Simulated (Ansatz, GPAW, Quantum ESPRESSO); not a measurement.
# TiSi2: valence-band photoemission, part 3 of 7

What would valence photoemission of TiSi2 look like, and what sets its shape?

Ansatz 0.2.0, Quantum ESPRESSO 7.5 and GPAW 26.7.0; DFT, LDA, plane-wave PAW, default files, scalar-relativistic (the session's first sound run).

So far. Step 2 (The base run): At this lattice the functional leaves a pressure of -5.4 GPa, which narrows the bands against the functional's own equilibrium. At the Fermi level the DOS is 1.36 states/eV a cell, and on the broadened curves Ti 3d holds 73 % of the total there. Step 3 (The same cell in Quantum ESPRESSO): The run ends at a pressure of -5.35 GPa, with forces up to 0.096 eV/Å.

## (4) Quantum ESPRESSO: denser mesh

Level of this step: DFT, LDA, plane waves, ultrasoft GBRV pseudopotentials, scalar-relativistic (Quantum ESPRESSO).

The levels for the density of states are solved on the fixed potential, without another SCF cycle.

File nscf.in:

```
&control
  calculation = 'nscf'
  prefix = 'pes'
  outdir = './tmp'
  pseudo_dir = './pp'
  verbosity = 'high'
/
&system
  ibrav = 0
  nat = 6
  ntyp = 2
  ecutwfc = 40.0
  ecutrho = 200.0
  occupations = 'smearing'
  nbnd = 36
  smearing = 'fd'
  degauss = 0.00367
/
&electrons
  conv_thr = 6e-09
  mixing_beta = 0.5
  electron_maxstep = 120
  diago_full_acc = .true.
/
ATOMIC_SPECIES
Ti 47.8670 ti_lda_v1.4.uspp.F.UPF
Si 28.0850 si_lda_v1.uspp.F.UPF
CELL_PARAMETERS angstrom
 1.765105025 -6.759281535 0.000000000
 1.765105025 6.759281535 0.000000000
 0.000000000 0.000000000 3.565173970
ATOMIC_POSITIONS crystal
Ti 0.103118080 0.896881920 0.250000000
Ti 0.896881920 0.103118080 0.750000000
Si 0.750314820 0.249685180 0.250000000
Si 0.249685180 0.750314820 0.750000000
Si 0.441748550 0.558251450 0.250000000
Si 0.558251450 0.441748550 0.750000000
K_POINTS automatic
14 14 14 0 0 0
```

Launch:

```bash
$ OMP_NUM_THREADS=1 mpirun -n 4 pw.x -nk 4 -in nscf.in > nscf.out
```

The program printed:

```text
[banner, memory and clock lines left out]
Program PWSCF v.7.5 starts

          URL

     Atomic positions and unit cell read from directory:
     ./tmp/pes.save/

     Message from routine setup:
     using ibrav=0 with symmetry is DISCOURAGED, use correct ibrav instead

     G-vector sticks info

     bravais-lattice index     =            0
     lattice parameter (alat)  =      13.2015  a.u.
     unit-cell volume          =     574.0879 (a.u.)^3
     number of atoms/cell      =            6
     number of atomic types    =            2
     number of electrons       =        40.00
     number of Kohn-Sham states=           36
     kinetic-energy cutoff     =      40.0000  Ry
     charge density cutoff     =     200.0000  Ry
     Exchange-correlation= SLA  PZ   NOGX NOGC
                           (   1   1   0   0   0   0   0)

     celldm(1)=  13.201530  celldm(2)=   0.000000  celldm(3)=   0.000000
     celldm(4)=   0.000000  celldm(5)=   0.000000  celldm(6)=   0.000000

     crystal axes: (cart. coord. in units of alat)
               a(1) = (   0.252665  -0.967554   0.000000 )
               a(2) = (   0.252665   0.967554   0.000000 )
               a(3) = (   0.000000   0.000000   0.510335 )

     reciprocal axes: (cart. coord. in units 2 pi/alat)
               b(1) = (  1.978905 -0.516767  0.000000 )
               b(2) = (  1.978905  0.516767 -0.000000 )
               b(3) = ( -0.000000  0.000000  1.959497 )

     PseudoPot. # 1 for Ti read from file:
     ./pp/ti_lda_v1.4.uspp.F.UPF
     Pseudo is Ultrasoft + core correction, Zval = 12.0
     Generated by new atomic code, or converted to UPF format
     Using radial grid of  851 points,  6 beta functions with:
                l(1) =   0
                l(2) =   0
                l(3) =   1
                l(4) =   1
                l(5) =   2
                l(6) =   2
     Q(r) pseudized with  6 coefficients,  rinner =    1.000   1.000   1.000
                                                       1.000   1.000

     PseudoPot. # 2 for Si read from file:
     ./pp/si_lda_v1.uspp.F.UPF
     Pseudo is Ultrasoft + core correction, Zval =  4.0
     Generated by new atomic code, or converted to UPF format
     Using radial grid of  899 points,  6 beta functions with:
                l(1) =   0
                l(2) =   0
                l(3) =   1
                l(4) =   1
                l(5) =   2
                l(6) =   2
     Q(r) pseudized with  8 coefficients,  rinner =    0.900   0.900   0.900
                                                       0.900   0.900

     atomic species   valence    mass     pseudopotential
     Ti               12.00    47.86700     Ti( 1.00)
     Si                4.00    28.08500     Si( 1.00)

      8 Sym. Ops., with inversion, found ( 4 have fractional translation)

                                    s                        frac. trans.

      isym =  1     identity

 cryst.   s( 1) = (     1          0          0      )
                  (     0          1          0      )
                  (     0          0          1      )

 cart.    s( 1) = (  1.0000000 -0.0000000  0.0000000 )
                  ( -0.0000000  1.0000000  0.0000000 )
                  (  0.0000000  0.0000000  1.0000000 )

      isym =  2     180 deg rotation - cart. axis [0,0,1]

 cryst.   s( 2) = (    -1          0          0      )    f =(  0.0000000 )
                  (     0         -1          0      )       (  0.0000000 )
                  (     0          0          1      )       ( -0.5000000 )

 cart.    s( 2) = ( -1.0000000  0.0000000  0.0000000 )    f =(  0.0000000 )
                  (  0.0000000 -1.0000000  0.0000000 )       (  0.0000000 )
                  (  0.0000000  0.0000000  1.0000000 )       ( -0.2551675 )

      isym =  3     180 deg rotation - cart. axis [0,1,0]

 cryst.   s( 3) = (     0         -1          0      )    f =(  0.0000000 )
                  (    -1          0          0      )       (  0.0000000 )
                  (     0          0         -1      )       (  0.5000000 )

 cart.    s( 3) = ( -1.0000000 -0.0000000  0.0000000 )    f =(  0.0000000 )
                  (  0.0000000  1.0000000  0.0000000 )       (  0.0000000 )
                  (  0.0000000  0.0000000 -1.0000000 )       (  0.2551675 )

      isym =  4     180 deg rotation - cart. axis [1,0,0]

 cryst.   s( 4) = (     0          1          0      )
                  (     1          0          0      )
                  (     0          0         -1      )

 cart.    s( 4) = (  1.0000000  0.0000000  0.0000000 )
                  ( -0.0000000 -1.0000000  0.0000000 )
                  (  0.0000000  0.0000000 -1.0000000 )

      isym =  5     inversion

 cryst.   s( 5) = (    -1          0          0      )
                  (     0         -1          0      )
                  (     0          0         -1      )

 cart.    s( 5) = ( -1.0000000  0.0000000  0.0000000 )
                  (  0.0000000 -1.0000000  0.0000000 )
                  (  0.0000000  0.0000000 -1.0000000 )

      isym =  6     inv. 180 deg rotation - cart. axis [0,0,1]

 cryst.   s( 6) = (     1          0          0      )    f =(  0.0000000 )
                  (     0          1          0      )       (  0.0000000 )
                  (     0          0         -1      )       (  0.5000000 )

 cart.    s( 6) = (  1.0000000 -0.0000000  0.0000000 )    f =(  0.0000000 )
                  ( -0.0000000  1.0000000  0.0000000 )       (  0.0000000 )
                  (  0.0000000  0.0000000 -1.0000000 )       (  0.2551675 )

      isym =  7     inv. 180 deg rotation - cart. axis [0,1,0]

 cryst.   s( 7) = (     0          1          0      )    f =(  0.0000000 )
                  (     1          0          0      )       (  0.0000000 )
                  (     0          0          1      )       ( -0.5000000 )

 cart.    s( 7) = (  1.0000000  0.0000000  0.0000000 )    f =(  0.0000000 )
                  ( -0.0000000 -1.0000000  0.0000000 )       (  0.0000000 )
                  (  0.0000000  0.0000000  1.0000000 )       ( -0.2551675 )

      isym =  8     inv. 180 deg rotation - cart. axis [1,0,0]

 cryst.   s( 8) = (     0         -1          0      )
                  (    -1          0          0      )
                  (     0          0          1      )

 cart.    s( 8) = ( -1.0000000 -0.0000000  0.0000000 )
                  (  0.0000000  1.0000000  0.0000000 )
                  (  0.0000000  0.0000000  1.0000000 )

   Cartesian axes

     site n.     atom                  positions (alat units)
         1        Ti     tau(   1) = (   0.2526650   0.7680092   0.1275837  )
         2        Ti     tau(   2) = (   0.2526650  -0.7680092   0.3827512  )
[...]
negative rho (up, down):  6.493E-04 0.000E+00
     Starting wfcs are   36 randomized atomic wfcs

     Band Structure Calculation
     Davidson diagonalization with overlap

     Computing kpt #:     1  of   114 on this pool

     Computing kpt #:     2  of   114 on this pool

     Computing kpt #:     3  of   114 on this pool

     Computing kpt #:     4  of   114 on this pool

     Computing kpt #:     5  of   114 on this pool

     Computing kpt #:     6  of   114 on this pool

     Computing kpt #:     7  of   114 on this pool

     Computing kpt #:     8  of   114 on this pool

     Computing kpt #:     9  of   114 on this pool

     Computing kpt #:    10  of   114 on this pool

     Computing kpt #:    11  of   114 on this pool

     Computing kpt #:    12  of   114 on this pool

     Computing kpt #:    13  of   114 on this pool

     Computing kpt #:    14  of   114 on this pool

     Computing kpt #:    15  of   114 on this pool

     Computing kpt #:    16  of   114 on this pool

[...]
Computing kpt #:   107  of   114 on this pool

     Computing kpt #:   108  of   114 on this pool

     Computing kpt #:   109  of   114 on this pool

     Computing kpt #:   110  of   114 on this pool

     Computing kpt #:   111  of   114 on this pool

     Computing kpt #:   112  of   114 on this pool

     Computing kpt #:   113  of   114 on this pool

     Computing kpt #:   114  of   114 on this pool

     ethr =  1.50E-11,  avg # of iterations = 48.3

     End of band structure calculation

          k = 0.0000 0.0000 0.0000 (  2463 PWs)   bands (ev):

   -43.5404 -43.5305 -20.2066 -20.1651 -20.1555 -20.1517 -20.1281 -20.1150
    -0.3487   1.8577   4.1892   9.2692   9.6098   9.7931  10.1209  10.1430
    10.5213  10.6116  10.6145  13.1416  13.3560  13.4927  13.5557  14.0641
    14.1063  14.7720  15.3196  15.5941  15.7880  16.5946  16.6370  17.2282
    17.9323  19.0886  20.4396  20.9073

     occupation numbers
     1.0000   1.0000   1.0000   1.0000   1.0000   1.0000   1.0000   1.0000
     1.0000   1.0000   1.0000   1.0000   1.0000   1.0000   1.0000   1.0000
     1.0000   1.0000   1.0000   0.0001   0.0000   0.0000   0.0000   0.0000
     0.0000   0.0000   0.0000   0.0000   0.0000   0.0000   0.0000   0.0000
     0.0000   0.0000   0.0000   0.0000

          k = 0.0000 0.0000 0.1400 (  2451 PWs)   bands (ev):

   -43.5401 -43.5304 -20.2057 -20.1646 -20.1595 -20.1515 -20.1311 -20.1147
    -0.2881   1.9085   4.2446   8.5418   9.3906   9.8270  10.1352  10.4232
    10.5378  10.6065  10.8236  13.0067  13.3157  13.4629  13.5723  14.2754
    14.3020  14.8076  15.0379  15.6824  15.8619  16.6023  16.7959  17.3988
    18.1906  19.0080  19.5030  21.0543

     occupation numbers
     1.0000   1.0000   1.0000   1.0000   1.0000   1.0000   1.0000   1.0000
     1.0000   1.0000   1.0000   1.0000   1.0000   1.0000   1.0000   1.0000
     1.0000   1.0000   1.0000   0.0010   0.0000   0.0000   0.0000   0.0000
     0.0000   0.0000   0.0000   0.0000   0.0000   0.0000   0.0000   0.0000
     0.0000   0.0000   0.0000   0.0000

          k = 0.0000 0.0000 0.2799 (  2455 PWs)   bands (ev):

[...]
18.4622  18.6804  18.7479  20.6130

     occupation numbers
[...]
0.0000   0.0000   0.0000   0.0000

          k = 0.0000 0.0000 0.4199 (  2453 PWs)   bands (ev):

[...]
18.2556  18.9052  18.9869  20.2770

     occupation numbers
[...]
0.0000   0.0000   0.0000   0.0000

          k = 0.0000 0.0000 0.5599 (  2460 PWs)   bands (ev):

[...]
18.5275  18.6924  20.0190  20.2485

     occupation numbers
[...]
0.0000   0.0000   0.0000   0.0000

          k = 0.0000 0.0000 0.6998 (  2462 PWs)   bands (ev):

[...]
18.8457  18.9417  19.8559  20.7324

     occupation numbers
[...]
0.0000   0.0000   0.0000   0.0000

          k = 0.0000 0.0000 0.8398 (  2456 PWs)   bands (ev):

[...]
18.3129  18.8502  20.1162  20.6430

     occupation numbers
[...]
0.0000   0.0000   0.0000   0.0000

          k = 0.0000 0.0000-0.9797 (  2426 PWs)   bands (ev):

[...]
18.4505  18.4505  20.4036  20.4036

     occupation numbers
[...]
0.0000   0.0000   0.0000   0.0000

          k = 0.1414 0.0369 0.0000 (  2455 PWs)   bands (ev):

[...]
occupation numbers
[...]
k = 0.1414 0.0369 0.1400 (  2453 PWs)   bands (ev):

[...]
occupation numbers
[...]
k = 0.1414 0.0369 0.2799 (  2456 PWs)   bands (ev):

[...]
-0.0443   2.0
[... cut ...]
6  15.2179  15.7659  16.0886  16.4550  17.8670  18.5674
[...]
occupation numbers
[...]
k =-0.0000-0.2215-0.9797 (  2456 PWs)   bands (ev):

[...]
occupation numbers
[...]
k = 1.1308 0.0000 0.0000 (  2441 PWs)   bands (ev):

[...]
occupation numbers
[...]
k = 1.1308 0.0000 0.1400 (  2443 PWs)   bands (ev):

[...]
occupation numbers
[...]
k = 1.1308 0.0000 0.2799 (  2447 PWs)   bands (ev):

[...]
occupation numbers
[...]
k = 1.1308 0.0000 0.4199 (  2454 PWs)   bands (ev):

[...]
occupation numbers
[...]
k = 1.1308 0.0000 0.5599 (  2452 PWs)   bands (ev):

[...]
k = 1.1308 0.0000 0.6998 (  2454 PWs)   bands (ev):

[...]
k = 1.1308 0.0000-0.9797 (  2468 PWs)   bands (ev):

[...]
k = 1.2722 0.0369 0.8398 (  2457 PWs)   bands (ev):

[...]
k = 1.2722 0.0369-0.9797 (  2466 PWs)   bands (ev):

[...]
k = 1.4135 0.0738 0.0000 (  2464 PWs)   bands (ev):

[...]
occupation numbers
[...]
k = 1.4135 0.0738 0.1400 (  2459 PWs)   bands (ev):

[...]
occupation numbers
[...]
k = 1.4135 0.0738 0.2799 (  2451 PWs)   bands (ev):

[...]
occupation numbers
[...]
k = 1.4135 0.0738 0.4199 (  2447 PWs)   bands (ev):

[...]
occupation numbers
[...]
k = 1.4135 0.0738 0.5599 (  2443 PWs)   bands (ev):

[...]
18.8701  19.5230  20.1867  21.0901

     occupation numbers
[...]
0.0000   0.0000   0.0000   0.0000

          k = 1.4135 0.0738 0.6998 (  2440 PWs)   bands (ev):

[...]
19.5032  19.7077  20.1055  21.8704

     occupation numbers
[...]
0.0000   0.0000   0.0000   0.0000

          k = 1.4135 0.0738 0.8398 (  2448 PWs)   bands (ev):

[...]
19.6903  20.1257  20.3826  21.5658

     occupation numbers
[...]
0.0000   0.0000   0.0000   0.0000

          k = 1.4135 0.0738-0.9797 (  2458 PWs)   bands (ev):

[...]
14.9081  14.9081  15.1739  15.1739  16.7449  16.7449  17.1537  17.1537
    19.9751  19.9751  20.9902  20.9902

     occupation numbers
     1.0000   1.0000   1.0000   1.0000   1.0000   1.0000   1.0000   1.0000
     1.0000   1.0000   1.0000   1.0000   1.0000   1.0000   1.0000   1.0000
     1.0000   1.0000   1.0000   1.0000   0.0000   0.0000   0.0000   0.0000
     0.0000   0.0000   0.0000   0.0000   0.0000   0.0000   0.0000   0.0000
     0.0000   0.0000   0.0000   0.0000

          k =-0.4241-0.4060 0.0000 (  2452 PWs)   bands (ev):

   -43.5384 -43.5289 -20.1999 -20.1937 -20.1794 -20.1521 -20.1260 -20.1172
     0.5811   1.2780   6.1802   6.7048   7.6539   9.3815   9.8352  10.0237
    10.0267  11.0683  12.2911  12.4987  12.7485  12.9244  13.7615  14.3860
    14.8392  15.3525  15.5196  15.8159  16.4182  16.9513  17.5
```

It took 3 min on 4 MPI ranks of Intel Xeon at 2.60GHz (Ice Lake), shared host; 12 min of CPU time.

[end of part 3 of 7]

[Logs are printed without paths, hosts, clocks, repeated set-up lines and the standing remarks that a program may print on its own settings, such as how far it seeks lower states.]

[Hosts, paths, dates, database ids (printed as entryN), source tags and the programs' standing remarks are cut or masked in the printed files.]

[Maps of the electrostatic potential energy from Ansatz leave out the sawtooth potential of an applied field or a dipole correction, so their vacuum need not be flat; work functions include it.]

[Peak lists hold at most the 14 tallest peaks of each spectrum; further lines can be left out.]
